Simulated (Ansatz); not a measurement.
# TiC (Fm-3m): modes against uniaxial strain along [001], part 3 of 3

Aim: how do the optical modes of TiC (Fm-3m) shift and split under this strain?

Ansatz 0.2.0; DFT PBEsol, scalar-relativistic, plane waves, PAW; PAW set soft_1.

So far, highest optical mode at the zone centre (no LO-TO term) (cm⁻¹): step 4 (modes at rest) 542; step 6 (strain 4 %) 552.

The database entry behind the starting cell differs from later determinations by our own check (0.1 to 0.3 % short, probably kX units), so it need not match the best structure at ambient conditions.

## Step 8: Zone-centre modes of the member: uniaxial strain of -4 % along [001]

The zone-centre modes follow for uniaxial strain of -4 % along [001].

Contents of input.yaml:

```yaml
crystal:
  lattice:
    - [0.0, 2.1629638187, 2.0605855855]
    - [2.1629638187, 0.0, 2.0605855855]
    - [2.1629638187, 2.1629638187, 0.0]
  atoms:
    - { symbol: C, position: [0.5, 0.5, 0.5] }
    - { symbol: Ti, position: [0.0, 0.0, 0.0] }
kpoints:
  mp_grid: { grid: [16, 16, 16] }
hamiltonian:
  xc: pbesol
  pseudopotentials: { kind: paw, azcp: { folder: soft_1 }, xc_functional: pbe }
scf:
  occupations: { method: methfessel_paxton, width: 0.2 }
output:
  eigenvalues: true
phonons:
  method: dfpt
```

Run with:

```sh
$ ansatz run input.yaml --threads 4 --pin off --max-ram 10240MiB --backend cpu --events-out ev --progress --plain --runs-dir out
```

Numbers of over 12 decimals in the logs are rounded to 6 here.

The log of the run:

```text
[...]
Crystal: 2 atoms, lattice volume = 19.281 Å³
Basis set: ecut = 420 eV, 371 PW (Γ), exchange–correlation on 48×48×48 points (8 copies of the dense FFT grid, shifted against one another)
Bands: 12, of which v1, the nominal top of the filled ones, is band 8 counted from 1 (7 counted from 0)
Symmetry: 16 space group operations
k-points: 621 of 4096 (irreducible under 8 space group operations)
[...]
k-point 1: bands = [... 4 lower, 2.9148, 15.6166, 15.7683, 16.0641, 16.4351, 16.5960, 17.4689, 18.1466]
  k-point 2: bands = [... 4 lower, 3.1954, 14.7236, 14.9930, 15.2261, 16.5222, 16.6602, 17.8255, 19.2540]
  k-point 620: bands = [... 4 lower, 5.1890, 12.3523, 13.5322, 15.1949, 15.1949, 18.4104, 19.2449, 19.2449]
[...]
ASR residual: 1.171e-5 → 0.000e0 eV/Å²; symmetrization residual: 7.939e-7 eV/Å²
  ASR residual per site (eV/Å²): 9.22e-6 1.17e-5
  Γ frequencies (cm⁻¹): 0.00 0.00 0.00 524.09 524.09 658.94
[...]
[key lines of the parts left out:]
SCF converged after 9 iterations
Free energy (F): -2722.366186 eV
Fermi energy:    15.434936 eV
```

The job ended after 18 s (4 threads of Intel Xeon at 2.70GHz, shared host; peak memory 0.79 GiB; 57 s of CPU time).

Numbers from this step:

```
sum-rule residual before enforcement                    : 1.17e-5 eV/Å²
highest optical mode at the zone centre (no LO-TO term) : 658.9 cm⁻¹
lowest optical zone-centre mode                         : 524.1 cm⁻¹
```

Patterns of degenerate modes are one choice out of their space. Modes at Γ, with each element's share of the kinetic energy:

```
mode  frequency (cm⁻¹)  symmetry  C %  Ti %
   1               0.0  acoustic   20    80
   2               0.0  acoustic   20    80
   3               0.0  acoustic   20    80
   4             524.1        Eu   80    20
   5             524.1        Eu   80    20
   6             658.9       A2u   80    20
```

The lowest optical mode is real, 524 cm⁻¹, and the highest lies at 658.9 cm⁻¹.

Between step 4 and this run (strain -4 %) the value for the highest optical mode at the zone centre (no LO-TO term) moves from 542 cm⁻¹ to 659 cm⁻¹ (+21 %).

## Step 9: The series together

The members are set side by side, also those not shown above.

Stress is positive in compression; energies are extrapolated to zero smearing, and E0 is that at rest; the edges not held and the atoms are relaxed in each cell; all runs use 16×16×16 k points and Methfessel-Paxton smearing of 0.2 eV. State of the crystal along the series:

```
strain (%)  stress along the axis (GPa)  free strain along [100] (%)  free strain along [010] (%)  E - E0 (meV/atom)
        -4                        25.29                       0.7697                       0.7697              29.21
        -3                        17.93                       0.5724                       0.5724              15.74
        -2                        11.29                       0.3786                       0.3786                6.7
        -1                        5.339                       0.1859                       0.1859              1.609
         0                    -0.001472                            0                            0                  0
         1                       -4.795                      -0.1817                      -0.1817              1.493
         2                        -9.11                      -0.3562                      -0.3562              5.754
         3                       -12.98                      -0.5234                      -0.5234              12.51
         4                       -16.42                      -0.6841                      -0.6841              21.49
```

Optical modes are counted from below at rest and tracked from member to member by their patterns, and modes that stay within 0.3 cm⁻¹ of each other stand once; labels, where given, are those at rest; the edges not held and the atoms are relaxed in each cell; all runs use 16×16×16 k points and Methfessel-Paxton smearing of 0.2 eV. Optical modes along the series:

```
strain (%)  optical mode 1 T1u, singlet (cm⁻¹)  optical mode 2 T1u, doublet (cm⁻¹)
        -4                               658.9                               524.1
        -3                               627.1                               530.8
        -2                               596.8                               535.7
        -1                               568.6                               539.4
         0                               542.5                               542.5
         1                                 518                               545.4
         2                               494.5                               548.1
         3                               472.1                               550.4
         4                               450.8                               552.4
```

Value and slope at zero strain of a cubic (a lower polynomial where under five rows exist) through the rows within 2 % of rest. Slopes at rest:

```
                       mode  frequency (cm⁻¹)  shift per percent of strain (cm⁻¹)  shift per GPa of compressive stress (cm⁻¹)
optical mode 1 T1u, singlet             542.5                              -25.27                                           5
optical mode 2 T1u, doublet             542.5                                2.96                                       -0.59
```

## Step 10: Outcome

| Quantity | Value |
| --- | --- |
| members | 9 |
| highest optical mode at the zone centre (no LO-TO term), at rest | 542.5 cm⁻¹ |
| Young’s modulus along [001] | 506 GPa |
| optical mode 1 T1u, singlet, shift per percent | -25.27 cm⁻¹ |
| optical mode 2 T1u, doublet, shift per percent | 2.96 cm⁻¹ |

What this shows: The stress changes by 5.06 GPa for each percent, a Young’s modulus of 506 GPa along [001]. For each percent the free edge responds with -0.18 %. The strain lowers the symmetry: the level at 542.5 cm⁻¹ splits, into 658.9 and 524.1 cm⁻¹ at -4 %. The fastest shift in the table of slopes is -25.3 cm⁻¹ for each percent (optical mode 1 T1u, singlet), or 5.0 cm⁻¹ for each GPa of compressive stress. For small strain, the measured shift of a line that Raman or infrared light can see, divided by its slope, estimates the stress, if the state of stress is of this kind. These are harmonic frequencies at zero temperature: anharmonic shifts, linewidths and thermal expansion are left out. With no gap, or one that is small against the smearing, the frequencies hang on the k mesh and the smearing, most of all near Kohn anomalies. The PAW files were made for PBE; the program adapts parts of them to the functional of the run, but their partial waves stay those of PBE, an approximation that was not tested in this session. Only the zone centre was solved, so an instability at another wavevector cannot show here.

[Logs are printed without paths, hosts, clocks, repeated set-up lines and the standing remarks that a program may print on its own settings, such as how far it seeks lower states.]

[Hosts, paths, dates, database ids (printed as entryN), source tags and the programs' standing remarks are cut or masked in the printed files.]
